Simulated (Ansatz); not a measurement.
# CmPt2: how far a computed U hangs on its recipe

Aim: a Hubbard U for Cm in CmPt2 from linear response, and how it converges.

Main program and level: Ansatz 0.2.0; functionals named at each step; plane waves, U on orthogonalised atomic orbitals unless named otherwise, collinear spin, no spin–orbit coupling.

In doubt: an open 5f shell, unless half filled, can sit in one of many states, so energies may not be the lowest and differences between runs may mislead.

### 1. The starting structure

It takes space group Fd-3m (No. 227, cubic). The conventional cell has a = 7.625 Å, b = 7.625 Å, c = 7.625 Å, α = 90.00°, β = 90.00°, γ = 90.00°. Cm has 12 Pt at 3.16 Å and 4 Cm at 3.30 Å nearest. Pt has 6 Pt at 2.70 Å and 6 Cm at 3.16 Å nearest. Farther neighbours are not listed.

For 5f shells spin–orbit coupling is as large as these effects and is left out here, so moments and couplings are those of a spin-only model.

### 2. Choosing the state

The response depends on the magnetic state, so a state is chosen first, with a typed U.

2 starts were run under PBEsol with U = 3.92 eV on Cm f, ortho-atomic projectors; the lowest per atom is taken, and its run is shown. Energies are taken at zero occupation width.

The input, input.yaml:

```yaml
crystal:
  lattice:
    - [0.0, 3.8125, 3.8125]
    - [3.8125, 0.0, 3.8125]
    - [3.8125, 3.8125, 0.0]
  atoms:
    - { symbol: Cm, position: [0.0, 0.0, 0.0], spin: 7.0 }
    - { symbol: Cm, position: [0.25, 0.25, 0.25], spin: 7.0 }
    - { symbol: Pt, position: [0.625, 0.625, 0.625] }
    - { symbol: Pt, position: [0.125, 0.625, 0.625] }
    - { symbol: Pt, position: [0.625, 0.625, 0.125] }
    - { symbol: Pt, position: [0.625, 0.125, 0.625] }
magnetization:
  spin_polarized: true
kpoints:
  mp_grid: { grid: [7, 7, 7] }
hamiltonian:
  xc: pbesol
  hubbard:
    sites: [{ species: Cm, l: f, u_eff: 3.92 }]
    projectors: ortho-atomic
scf:
  occupations: { method: fermi_dirac, width: 0.1 }
output:
  eigenvalues: true
```

Launch:

```bash
ansatz run input.yaml --threads 4 --pin off --max-ram 12288MiB --backend cpu --events-out ev --progress --plain --runs-dir out
```

Numbers of over 12 decimals in the logs are rounded to 6 here.

The log of the run:

```text
Engine: ansatz 0.2.0, x86_64-unknown-linux-gnu
Pseudopotentials: kind: paw
Pseudopotential: Cm, paw, valence charge 18, recommended cutoff 420 eV (normal), Cm.paw.azcp
Pseudopotential: Pt, paw, valence charge 18, recommended cutoff 420 eV (normal), Pt.paw.azcp
Functional definition: PBEsol
  exchange = pbesol_x
  correlation = pbesol_c
Crystal: 6 atoms, lattice volume = 110.831 Å³
Basis set: ecut = 420 eV, 2109 PW (Γ)
Bands: 74, of which v1, the nominal top of the filled ones, is band 54 counted from 1 (53 counted from 0)
Symmetry: 48 space group operations
Space group: Fd-3m (ITA 227), of the structure as read, at distance tolerance 4.8e-5 Å
Magnetic group: BNS 227.128 (UNI 1630), of the structure as read, at distance tolerance 4.8e-5 Å
k-points: 20 of 343
Non-local potential: Cm, projectors of the file, l = 0: 3, l = 1: 2, l = 2: 2, l = 3: 3
Non-local potential: Pt, projectors of the file, l = 0: 3, l = 1: 2, l = 2: 2, l = 3: 1
PAW form: soft (Blöchl's): semilocal exchange-correlation on the pseudo side does not see the compensation charge
PAW frozen core: Cm, regenerated for the run's functional, and the local potential with it (the file was generated under x = pbe(κ = 0.804, μ = 0.219515), c = pbe(β = 0.066725))
PAW frozen core: Pt, regenerated for the run's functional, and the local potential with it (the file was generated under x = pbe(κ = 0.804, μ = 0.219515), c = pbe(β = 0.066725))
PAW one-centre angular grid: Cm, 590 points (default); XC on 64 Gauss nodes
PAW one-centre angular grid: Pt, 590 points (default); XC on 64 Gauss nodes
[...]
Spin contamination: 0.1282 ħ² per cell (⟨S²⟩ above its minimum at these occupations)
Per-site moments (μB) at R_I (Å): [(6.922938, 1.303978), (6.922938, 1.303978), (-0.036511, 1.112036), (-0.036511, 1.112036), (-0.036511, 1.112036), (-0.036511, 1.112036)]
Free energy (F): -81528.207557 eV
Harris-Foulkes:  -81528.207557 eV  (|F-HF|=1.47e-9)
Internal energy: -81528.120122 eV  (E = F + TS)
E sigma→0 (E₀):  -81528.163840 eV
Entropy (-TS):   -0.087434 eV (-14.572 meV/atom)
Fermi energy:    21.403092 eV
--- Per-component energies (eV) ---
  E_band       = -432.946898
  E_kinetic    = 3276.329685
  E_local      = -9622.914008  (includes V_loc(G=0)·N_el)
  E_nonlocal   = 2370.723113
  E_hartree    = 3646.730917
  E_xc         = -1398.812605
  E_vxc        = -1603.458204  (∫ρ·V_xc dr)
  E_hubbard    = 0.514089  (on-site DFT+U / exact-exchange correction)
  E_vhub       = -26.753746  (the Hubbard potential's part of the band-sum identity)
  E_paw        = -64675.379119  (= ΣΔE_a)
  E_vpaw       = -2120.332890  (= ΣTr[D̂ρ^β])
  E_aug_tail   = 0.000630  (compensation charges beyond the density's cutoff)
  E_ewald      = -15126.964026
  E_core_change = 1.651202  (= ΣΔE_core)
  E_smearing   = -0.087434  (= −TS)
  E_closure    = 0.000000  (closes the sum)
  Σ components = -81528.207557   (vs F -81528.207557, Δ=0.00e0)
--- Band table (eV; the first three rows and the last of 40) ---
  k-point 0 ↑: bands = [... 50 lower, 19.3831, 19.5246, 19.5246, 19.5630, 19.5630, 19.5630, 19.7867, 19.7867, ... 16 higher]
  k-point 1 ↑: bands = [... 50 lower, 19.1419, 19.2744, 19.2744, 19.5339, 19.5339, 19.5667, 20.2013, 20.2013, ... 16 higher]
  k-point 2 ↑: bands = [... 50 lower, 18.6009, 18.6835, 18.6835, 19.0023, 19.5655, 19.5655, 19.5748, 19.9333, ... 16 higher]
  k-point 19 ↓: bands = [... 50 lower, 23.4378, 23.4475, 23.6077, 23.6798, 23.7766, 23.7949, 23.9355, 23.9466, ... 16 higher]
Occupation matrices written to <dir>
[key lines of the parts left out:]
SCF converged after 12 iterations
Magnetization: 14.2130 μB (61.1065 up, 46.8935 down)
```

Run time: 8.2 s. Hardware: 4 threads of Intel Xeon Platinum 8375C at 2.90GHz (Ice Lake), shared host; peak memory 0.78 GiB; 26 s of CPU time.

```tsv
start	atoms	final state	energy (meV an atom)
parallel ++	6	ferromagnetic	0.0
compensated +−	6	antiferromagnetic	1.2
```

Spin moment in the sphere by atom:

```tsv
atom	spin moment in the sphere (μB)
Cm1	6.92
Cm2	6.92
Pt3	-0.04
Pt4	-0.04
Pt5	-0.04
Pt6	-0.04
```

Spin density of the compensated +− start:

Spin density in the ac plane of a cell with a along [110], b along [-110] and c along [001] of the cube at fractional y = 0.000, with atoms of Cm and Pt within 0.2 Å of it.

Ten even steps from '0' (-8.07 × 1e0 e/Å³) to '9' (8.83 × 1e0 e/Å³), each cell a mean:
```
444444444444444444444444444444
444444444444444444444444444444
444444444444444444444444444444
444444433444444444444433444444
444444201344444444444201344444
444444201344444444444201344444
444444333444444444444333444444
444444444444444444444444444444
554444444444455554444444444455
865444444444457865444444444457
975444444444458975444444444458
755444444444456755444444444456
554444444444445554444444444445
444444444444444444444444444444
444444444444444444444444444444
444444444444444444444444444444
444444444444444444444444444444
444444444444444444444444444444
444444444444444444444444444444
444444444444444444444444444444
444444444444444444444444444444
```
Columns run along a (10.8 Å), rows up along c (7.6 Å), edges of the conventional cell, whose origin can differ from the input's. Atoms in or near the plane, at fractional coordinates: Cm at (0.00, 0.50), Cm at (0.50, 0.50), Cm at (0.25, 0.75), Cm at (0.75, 0.75), Pt at (0.13, 0.13), Pt at (0.62, 0.13), Pt at (0.38, 0.12), Pt at (0.88, 0.12).

### 3. r²SCAN, q-mesh 2×2×2

U mends what the functional lacks, so it depends on the functional.

The input, input.yaml:

```yaml
crystal:
  lattice:
    - [0.0, 3.8125, 3.8125]
    - [3.8125, 0.0, 3.8125]
    - [3.8125, 3.8125, 0.0]
  atoms:
    - { symbol: Cm, position: [0.0, 0.0, 0.0], spin: 7.6 }
    - { symbol: Cm, position: [0.25, 0.25, 0.25], spin: 7.6 }
    - { symbol: Pt, position: [0.625, 0.625, 0.625] }
    - { symbol: Pt, position: [0.125, 0.625, 0.625] }
    - { symbol: Pt, position: [0.625, 0.625, 0.125] }
    - { symbol: Pt, position: [0.625, 0.125, 0.625] }
magnetization:
  spin_polarized: true
kpoints:
  mp_grid: { grid: [6, 6, 6] }
hamiltonian:
  xc: r2scan
  hubbard:
    sites: [{ species: Cm, l: f, u_eff: linear-response }]
    projectors: ortho-atomic
    lr: { qmesh: [2, 2, 2] }
scf:
  occupations: { method: fermi_dirac, width: 0.1 }
output:
  eigenvalues: true
```

The log of the run:

```text
Error: hamiltonian.hubbard.lr.qmesh with hamiltonian.xc: <meta-GGA that reads τ> with magnetization.spin_polarized: true — the response kernel under a τ-dependent (meta-GGA) functional is the unpolarised one; omit hamiltonian.hubbard.lr.qmesh, so that shifted SCFs measure the parameters on one cell, or on those of lr_supercell where it is served
```

Wall time 0.02 s (4 threads); peak memory 0.039 GiB.

The input was rejected at the start.

The program's message: “Error: hamiltonian.hubbard.lr.qmesh with hamiltonian.xc: <meta-GGA that reads τ> with magnetization.spin_polarized: true — the response kernel under a τ-dependent (meta-GGA) functional is the unpolari …”

### 4. PBE, q-mesh 2×2×2, from U = 4.5 eV

The response is now measured on a state that already has a U. Where the value that comes out equals the one put in, U is self-consistent.

Changes to input.yaml since step 3:

```diff
@@ -17,5 +17,5 @@
 hamiltonian:
-  xc: r2scan
+  xc: pbe
   hubbard:
-    sites: [{ species: Cm, l: f, u_eff: linear-response }]
+    sites: [{ species: Cm, l: f, u_eff: linear-response, starting_u: 4.5 }]
     projectors: ortho-atomic
```

The log of the run:

```text
[...]
davidson cushion auto → off  (block headroom 12 ≥ Hubbard manifold empty extent 7; pin scf.eigensolver.cushion to override)
LR-U cycle 1: input U_eff = [4.500, 4.500] eV
Crystal: 6 atoms, lattice volume = 110.831 Å³
Basis set: ecut = 420 eV, 2109 PW (Γ)
Bands: 74, of which v1, the nominal top of the filled ones, is band 54 counted from 1 (53 counted from 0)
Symmetry: 48 space group operations
[...]
k-points: 16 of 216
[...]
Starting moments: Σ|m| = 15.2 μB on 2 of 6 sites
[...]
SCF iter   1: F=—  HF=-82502.985599 eV  |F-HF|=—  |Δ(HF+E_count)|=         —  Δρ=2.24e-1 (↑1.84e-1 ↓2.24e-1)  dr2=4.02e2  dr2_m=2.78e0  M=9.521 μB ∫|m|=10.156 μB  β_m=0.30  ethr=1.00e-1  ⟨swp⟩=4.5  Hψ=6038  notcnv=0
[...]
SCF iter   4: F=—  HF=-82482.380599 eV  |F-HF|=—  |Δ(HF+E_count)|=    2.02e0  Δρ=1.14e-2 (↑1.02e-2 ↓1.14e-2)  dr2=9.40e-2  dr2_m=8.44e-2  M=14.307 μB ∫|m|=14.675 μB  β_m=0.30  ethr=3.15e-3  ⟨swp⟩=3.7  Hψ=6088  notcnv=0
[...]
spin-set hold released at iteration 4 (site moments contracting): the magnetisation degrees of freedom join the quasi-Newton model from the next iteration; the mixer history was flushed
SCF iter   5: F=—  HF=-82484.173718 eV  |F-HF|=—  |Δ(HF+E_count)|=    1.79e0  Δρ=7.92e-3 (↑6.43e-3 ↓7.92e-3)  dr2=7.48e-2  dr2_m=3.28e-2  M=14.296 μB ∫|m|=14.665 μB  β_m=0.63  ethr=8.70e-5  ⟨swp⟩=3.3  Hψ=5399  notcnv=0
[...]
SCF iter  15: F=-82485.818580 eV  HF=-82485.818580 eV  |F-HF|=1.46e-11  |Δ(HF+E_count)|=    0.00e0  Δρ=2.78e-8 (↑2.78e-8 ↓1.80e-8)  dr2=3.45e-12  dr2_m=1.19e-13  M=14.263 μB ∫|m|=14.601 μB  ethr=2.37e-12 (applied; sched 1.00e-12)  ⟨swp⟩=2.0  Hψ=4149  notcnv=0
SCF 1 converged in 15 iterations: F = -82485.818580 eV  dr2 = 3.45e-12
[...]
LR-U reference ψ shed before the perturbed-orbit SCFs — 0.08 GiB of wavefunction and exchange-operator storage released
NSCF: frozen V_eff on 16 k-points
[...]
DFPT response loops at q = (0, 0, -0.5) (fractional): preconditioner auto → Kerker (q_TF=auto, 2.717 Å⁻¹) (partly filled bands, converged f_vac=0.000); β = 1.00, the filter's whole step (`scf.mixing.beta` (0.30) is not read by the response loops under this deck's `scf.mixing.preconditioner`; to damp them name `kerker` or `kerker_dos`, under which they read `scf.mixing.beta`, and type it under 1.00, their step now; both keys bind the ground state too); Broyden in place of MSR1
[...]
LR-U cycle 1: largest |computed − input| of the U and V asked for = 1.4143 eV
LR-U result after 1 cycle(s), on the 2×2×2 q mesh at shift [0, 0, 0]:
  orbit [0, 1]: n₀ = 7.0777, χ₀ = -0.0444 eV⁻¹, χ = -0.0390 eV⁻¹, U = 3.086 eV (written back: yes)
  q = [0.0000, 0.0000, 0.0000], weight 0.1250: sites [0] shifted on 16 pairs of k-points with 74 bands, 6 passes, the loops' stops and last bands leave some 4.9e-6 eV⁻¹ in χ
[...]
SCF 2 converged in 12 iterations: F = -82486.006696 eV  dr2 = 1.44e-8
[...]
SCF converged after 12 iterations
Magnetization: 14.2038 μB (61.1019 up, 46.8981 down)
Absolute magnetization: 14.4260 μB (∫|ρ↑−ρ↓|, with the PAW one-centre terms)
[...]
Per-site moments (μB) at R_I (Å): [(6.905246, 1.303978), (6.905246, 1.303978), (-0.025384, 1.112036), (-0.025384, 1.112036), (-0.025384, 1.112036), (-0.025384, 1.112036)]
Free energy (F): -82486.006696 eV
[...]
Internal energy: -82485.925125 eV  (E = F + TS)
E sigma→0 (E₀):  -82485.965910 eV
Entropy (-TS):   -0.081571 eV (-13.595 meV/atom)
Fermi energy:    21.593355 eV
[...]
--- Band table (eV; the first three rows and the last of 32) ---
  k-point 0 ↑: bands = [... 50 lower, 19.5691, 19.6947, 19.6947, 19.7373, 19.7373, 19.7373, 20.0037, 20.0037, ... 16 higher]
  k-point 1 ↑: bands = [... 50 lower, 19.2419, 19.3785, 19.3785, 19.7151, 19.7151, 19.7438, 20.3848, 20.3848, ... 16 higher]
  k-point 2 ↑: bands = [... 50 lower, 18.6182, 18.6712, 18.6712, 18.7284, 19.7308, 19.7308, 19.7565, 20.0575, ... 16 higher]
  k-point 15 ↓: bands = [... 50 lower, 23.3623, 23.3623, 23.4900, 23.4900, 23.6479, 23.6479, 23.8393, 23.8393, ... 16 higher]
Occupation matrices written to <dir>
```

The job ended after 78 s (4 threads; peak memory 1.3 GiB).

Bare and screened response, and U:

```tsv
site	electrons	χ₀ (1/eV)	χ (1/eV)	U (eV)
Cm1 and 1 alike	7.078	-0.04437	-0.03903	3.09
```

For Cm1 the on-site elements alone give 1/χ₀ − 1/χ = 3.09 eV, the inverses of the full matrices 3.09 eV, and the program reports 3.09 eV. The state, moments and gap printed next belong to the closing SCF at this U.

This step gave:

* net moment: 14.20 μB
* final state: ferromagnetic
* largest moment: 6.905 μB

U on Cm is 3.09 eV.

### 5. PBEsol, q-mesh 2×2×2

U mends what the functional lacks, so it depends on the functional.

Changes to input.yaml since step 4:

```diff
@@ -17,5 +17,5 @@
 hamiltonian:
-  xc: pbe
+  xc: pbesol
   hubbard:
-    sites: [{ species: Cm, l: f, u_eff: linear-response, starting_u: 4.5 }]
+    sites: [{ species: Cm, l: f, u_eff: linear-response }]
     projectors: ortho-atomic
```

The log of the run:

```text
[...]
LR-U cycle 1: input U_eff = [0.000, 0.000] eV
Crystal: 6 atoms, lattice volume = 110.831 Å³
Basis set: ecut = 420 eV, 2109 PW (Γ)
Bands: 74, of which v1, the nominal top of the filled ones, is band 54 counted from 1 (53 counted from 0)
Symmetry: 48 space group operations
[...]
k-points: 16 of 216
[...]
Starting moments: Σ|m| = 15.2 μB on 2 of 6 sites
[...]
SCF iter   1: F=—  HF=-81570.235581 eV  |F-HF|=—  |Δ(HF+E_count)|=         —  Δρ=5.26e-1 (↑2.23e-1 ↓5.26e-1)  dr2=1.11e3  dr2_m=4.12e1  M=1.318 μB ∫|m|=2.779 μB  β_m=0.30  ethr=1.00e-1  ⟨swp⟩=4.6  Hψ=6044  notcnv=0
[...]
SCF iter  17: F=-81529.034559 eV  HF=-81529.034559 eV  |F-HF|=1.46e-11  |Δ(HF+E_count)|=  1.46e-11  Δρ=2.45e-8 (↑2.14e-8 ↓2.45e-8)  dr2=1.78e-12  dr2_m=3.52e-14  M=13.915 μB ∫|m|=13.934 μB  ethr=2.39e-12 (applied; sched 1.00e-12)  ⟨swp⟩=2.0  Hψ=4207  notcnv=0
SCF 1 converged in 17 iterations: F = -81529.034559 eV  dr2 = 1.78e-12
[...]
LR-U cycle 1: largest |computed − input| of the U and V asked for = 3.5298 eV
LR-U result after 1 cycle(s), on the 2×2×2 q mesh at shift [0, 0, 0]:
[...]
SCF 2 converged in 12 iterations: F = -81528.268256 eV  dr2 = 5.83e-9
SCF converged after 12 iterations
Magnetization: 14.2095 μB (61.1048 up, 46.8952 down)
Absolute magnetization: 14.4609 μB (∫|ρ↑−ρ↓|, with the PAW one-centre terms)
[...]
Per-site moments (μB) at R_I (Å): [(6.910121, 1.303978), (6.910121, 1.303978), (-0.029372, 1.112036), (-0.029372, 1.112036), (-0.029372, 1.112036), (-0.029372, 1.112036)]
Free energy (F): -81528.268256 eV
[...]
Internal energy: -81528.185526 eV  (E = F + TS)
E sigma→0 (E₀):  -81528.226891 eV
Entropy (-TS):   -0.082729 eV (-13.788 meV/atom)
Fermi energy:    21.394119 eV
[...]
--- Band table (eV; the first three rows and the last of 32) ---
  k-point 0 ↑: bands = [... 50 lower, 19.3843, 19.5199, 19.5199, 19.5628, 19.5628, 19.5628, 19.7911, 19.7911, ... 16 higher]
  k-point 1 ↑: bands = [... 50 lower, 19.0524, 19.1958, 19.1958, 19.5384, 19.5384, 19.5688, 20.1876, 20.1876, ... 16 higher]
  k-point 2 ↑: bands = [... 50 lower, 18.4204, 18.4882, 18.4882, 18.5068, 19.5503, 19.5503, 19.5804, 19.8762, ... 16 higher]
  k-point 15 ↓: bands = [... 50 lower, 23.3251, 23.3251, 23.4755, 23.4755, 23.6469, 23.6469, 23.8163, 23.8163, ... 16 higher]
Occupation matrices written to <dir>
```

Elapsed: 85 s, on 4 threads; peak memory 1.3 GiB; 5.3 min of CPU time.

The response of each shell:

```tsv
site	electrons	χ₀ (1/eV)	χ (1/eV)	U (eV)
Cm1 and 1 alike	7.234	-0.2981	-0.1453	3.53
```

For Cm1 the on-site elements alone give 1/χ₀ − 1/χ = 3.53 eV, the inverses of the full matrices 3.53 eV, and the program reports 3.53 eV. The state, moments and gap printed next belong to the closing SCF at this U.

This step gave:

```
net moment     : 14.21 μB
final state    : ferromagnetic
largest moment : 6.91 μB
```

U on Cm is 3.53 eV. No earlier run differs from this one in a single respect, so no shift is read off.

### 6. PBE, q-mesh 2×2×2, from U = 6 eV

The response is now measured on a state that already has a U. Where the value that comes out equals the one put in, U is self-consistent.

Changes to input.yaml since step 5:

```diff
@@ -17,5 +17,5 @@
 hamiltonian:
-  xc: pbesol
+  xc: pbe
   hubbard:
-    sites: [{ species: Cm, l: f, u_eff: linear-response }]
+    sites: [{ species: Cm, l: f, u_eff: linear-response, starting_u: 6.0 }]
     projectors: ortho-atomic
```

The log of the run:

```text
[...]
LR-U cycle 1: input U_eff = [6.000, 6.000] eV
Crystal: 6 atoms, lattice volume = 110.831 Å³
Basis set: ecut = 420 eV, 2109 PW (Γ)
Bands: 74, of which v1, the nominal top of the filled ones, is band 54 counted from 1 (53 counted from 0)
Symmetry: 48 space group operations
[...]
k-points: 16 of 216
[...]
Starting moments: Σ|m| = 15.2 μB on 2 of 6 sites
[...]
k-point 1 ↑: bands = [... 50 lower, 19.2424, 19.3776, 19.3776, 19.7140, 19.7140, 19.7435, 20.3846, 20.3846, ... 16 higher]
  k-point 2 ↑: bands = [... 50 lower, 18.6173, 18.6707, 18.6707, 18.7295, 19.7304, 19.7304, 19.7568, 20.0558, ... 16 higher]
  k-point 15 ↓: bands = [... 50 lower, 23.3303, 23.3303, 23.4558, 23.4558, 23.6113, 23.6113, 23.8056, 23.8056, ... 16 higher]
Occupation matrices written to <dir>
[key lines of the parts left out:]
SCF converged after 12 iterations
Magnetization: 14.1992 μB (61.0996 up, 46.9004 down)
Free energy (F): -82486.020371 eV
Fermi energy:    21.591827 eV
```

It took 76 s on 4 threads; peak memory 1.3 GiB; 4.7 min of CPU time.

The response of each shell:

```tsv
site	electrons	χ₀ (1/eV)	χ (1/eV)	U (eV)
Cm1 and 1 alike	7.058	-0.02893	-0.02662	3.00
```

For Cm1 the on-site elements alone give 1/χ₀ − 1/χ = 3.00 eV, the inverses of the full matrices 3.00 eV, and the program reports 3.00 eV. The state, moments and gap printed next belong to the closing SCF at this U.

Read from the output:

- net moment: 14.20 μB
- final state: ferromagnetic
- largest moment: 6.902 μB

U on Cm is 3.00 eV here against 3.09 eV (-3 %) in the run that differs in the starting U alone (PBE, q-mesh 2×2×2, from U = 4.5 eV), at 1.00 times its CPU time.

[end of part 1 of 2]

[Logs and program files are shortened in this print: banners, set-up blocks, solver, clock and traceback lines can be left out without a mark of their own.]

[Logs are printed without paths, hosts, clocks, repeated set-up lines and the standing remarks that a program may print on its own settings, such as how far it seeks lower states.]

[Hosts, paths, dates, database ids (printed as entryN), source tags and the programs' standing remarks are cut or masked in the printed files.]

[Where a cell is said to come from a database of computed structures, the database is the Materials Project.]
